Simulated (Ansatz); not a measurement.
# The perfect Ir wire along [110], 4 atoms a period, part 2 of 2

Aim: is the Ir wire along [110], 4 atoms a period a metal or a semiconductor?

Ansatz 0.2.0; DFT PBE, plane waves, PAW; relaxation of a wire's period; PAW set soft_1 (the session's first sound run).

So far: Starting point; Relaxation of atoms and period.

### Step 2. Relaxation of atoms and period (continued)

Step by step:

| step | energy less that of the first step (eV) | largest force component (eV/Å) | pressure (GPa) | volume (Å³) |
| --- | --- | --- | --- | --- |
| 1 | 0.0000 | 2.9650 | -6.51 | 278.47 |
| 2 | -0.4600 | 4.4343 | 4.96 | 268.00 |
| 3 | -1.0023 | 1.2693 | -1.21 | 261.57 |
| 4 | -1.0758 | 0.4071 | -0.19 | 261.81 |
| 5 | -1.0827 | 0.0215 | -0.04 | 262.99 |
| 6 | -1.0829 | 0.0178 | 0.07 | 262.66 |
| 7* | -1.0808 | 0.0184 | 0.07 | 262.66 |

Relaxation steps marked * repeat the geometry before them on a plane-wave basis chosen anew for their cell, so energy and pressure can jump there.

Forces are held to the 8 operations that the run works with; a distortion that breaks them can't arise in this run.

| cell as run | before | after | change |
| --- | --- | --- | --- |
| c (Å) | 2.737 | 2.581 | -5.7 % |

The atoms that moved most (Å, along periodic axes as changes of fractional coordinates times the final cell, across vacuum about the mean position):

| atom | dx | dy | dz | length |
| --- | --- | --- | --- | --- |
| Ir4 | 0.000 | -0.124 | 0.000 | 0.124 |
| Ir3 | 0.000 | 0.124 | 0.000 | 0.124 |
| Ir1 | 0.045 | 0.000 | 0.000 | 0.045 |
| Ir2 | -0.045 | 0.000 | 0.000 | 0.045 |

Numbers from this step:

```yaml
energy_at_zero_smearing: -47739.6604 eV
cell_length_along_the_wire: 2.581 Å
```

The cell's length comes to 2.581 Å with spin left out.

### Step 3. Bands of the perfect wire

This step: DFT PBE, plane waves, PAW; bands of a perfect wire; PAW set soft_1 (Ansatz 0.2.0).

At the relaxed period the bands are computed along the axis; those that cross an energy going forward count the channels that a perfect wire would open there.

input.yaml reads:

```yaml
crystal:
  lattice:
    - [10.67, 0.0, 0.0]
    - [0.0, 9.537, 0.0]
    - [0.0, 0.0, 2.5812132543]
  atoms:
    - { symbol: Ir, position: [0.322859663, 0.499973956, 0.0] }
    - { symbol: Ir, position: [0.677140337, 0.499973956, 0.0] }
    - { symbol: Ir, position: [0.5, 0.369480008, 0.5] }
    - { symbol: Ir, position: [0.5, 0.630467904, 0.5] }
kpoints:
  mp_grid: { grid: [1, 1, 31] }
  band_path: { path: ["Γ", Z], npoints: 90 }
scf:
  occupations: { method: fermi_dirac, width: 0.05 }
hamiltonian:
  xc: pbe
  pseudopotentials: { kind: paw, azcp: { folder: soft_1 } }
output:
  dos: { e_range: [-5, 4] }
  write_potential: true
  write_density: true
  volumetric_format: npy
```

On the command line:

```sh
> ansatz run input.yaml --threads 4 --pin off --max-ram 16384MiB --backend cpu --events-out ev --progress --plain --runs-dir out
```

Numbers of over 12 decimals in the logs are rounded to 6 here.

The log of the run:

```text
[...]
Crystal: 4 atoms, lattice volume = 262.664 Å³
Basis set: ecut = 420 eV, 5161 PW (Γ)
Bands: 41, of which v1, the nominal top of the filled ones, is band 34 counted from 1 (33 counted from 0)
Symmetry: 8 space group operations
[...]
k-points: 16 of 31
[...]
SCF iter   1: F=—  HF=-47740.877998 eV  |F-HF|=—  |Δ(HF+E_count)|=         —  Δρ=3.10e-2  dr2=5.80e0  ethr=3.10e-3  ⟨swp⟩=8.9  Hψ=3126  notcnv=0
[...]
SCF iter   9: F=-47739.681751 eV  HF=-47739.681751 eV  |F-HF|=1.83e-9  |Δ(HF+E_count)|=   4.61e-7  Δρ=5.17e-6  dr2=7.78e-8  ethr=1.47e-10  ⟨swp⟩=8.7  Hψ=2440  notcnv=0
SCF 1 converged in 9 iterations: F = -47739.681751 eV  dr2 = 7.78e-8
[...]
NSCF: frozen V_eff on 91 k-points
WARN: The output density's exchange-correlation potential varies sharply where the density is thin. Do not read a vacuum level from v_tot or v_xc, or from such a field of the output density. On a cell that repeats whose density bears no net charge and no dipole along the vacuum's axis use v_es (v_loc + v_h of the components); under efield.dipole_correction with no amplitude use v_es + v_field, which holds any externa [...]
SCF converged after 9 iterations
Free energy (F): -47739.681751 eV
[...]
Internal energy: -47739.636790 eV  (E = F + TS)
E sigma→0 (E₀):  -47739.659271 eV
Entropy (-TS):   -0.044961 eV (-11.240 meV/atom)
Fermi energy:    1.585811 eV
[...]
--- Band table (eV; the first three rows and the last of 16) ---
  k-point 0: bands = [... 30 lower, 0.4335, 0.8006, 0.8249, 1.0805, 1.1461, 2.1956, 2.3019, 2.3183, ... 3 higher]
  k-point 1: bands = [... 30 lower, 0.4973, 0.6405, 0.8640, 1.0751, 1.3046, 1.9873, 2.1664, 2.5420, ... 3 higher]
  k-point 2: bands = [... 30 lower, 0.3794, 0.6003, 0.9704, 1.0630, 1.5557, 1.6586, 2.0875, 2.1810, ... 3 higher]
  k-point 15: bands = [... 30 lower, 0.7411, 0.9701, 1.7594, 1.8285, 2.4839, 2.5857, 4.7935, 5.0189, ... 3 higher]
```

Run time: 9.1 s. Hardware: 4 threads of Arm Neoverse V1, shared host; peak memory 0.75 GiB.

Numbers from this step:

| Property | Result |
| --- | --- |
| energy at zero smearing | -47739.6593 eV |
| band gap | 0 eV |

The electronic bands at the labelled points (eV, zero at the Fermi level):

| point | band 32 | band 33 | band 34 | band 35 | band 36 | band 37 | band 38 | band 39 |
| --- | --- | --- | --- | --- | --- | --- | --- | --- |
| Γ | -0.79 | -0.76 | -0.51 | -0.44 | 0.61 | 0.72 | 0.73 | 1.21 |
| halfway | -1.43 | -0.87 | -0.41 | -0.11 | 0.20 | 0.27 | 0.55 | 1.48 |
| Z | -0.61 | 0.17 | 0.24 | 0.91 | 1.01 | 3.26 | 3.60 | 4.27 |

Between Γ and Z the bands cross the Fermi level 3 times, so a perfect wire would conduct at least 3 G₀, with spin left out.

### Step 4. Outcome

| Property | Result |
| --- | --- |
| cell length, PBE | 2.581 Å |
| ballistic conductance by band crossings, a lower bound, PBE | 3 G₀ |

In words: Under PBE the cell's length is 2.58 Å, and the bands cross the Fermi level 3 times between Γ and Z, which gives a perfect wire at least 3 G₀ (opposite crossings within one step of the path cancel in such a count). No spin was allowed, though thin wires with open d shells can turn magnetic. Spin-orbit coupling is left out, which matters for the bands of heavy atoms.

[Logs are printed without paths, hosts, clocks, repeated set-up lines and the standing remarks that a program may print on its own settings, such as how far it seeks lower states.]

[Hosts, paths, dates, database ids (printed as entryN), source tags and the programs' standing remarks are cut or masked in the printed files.]
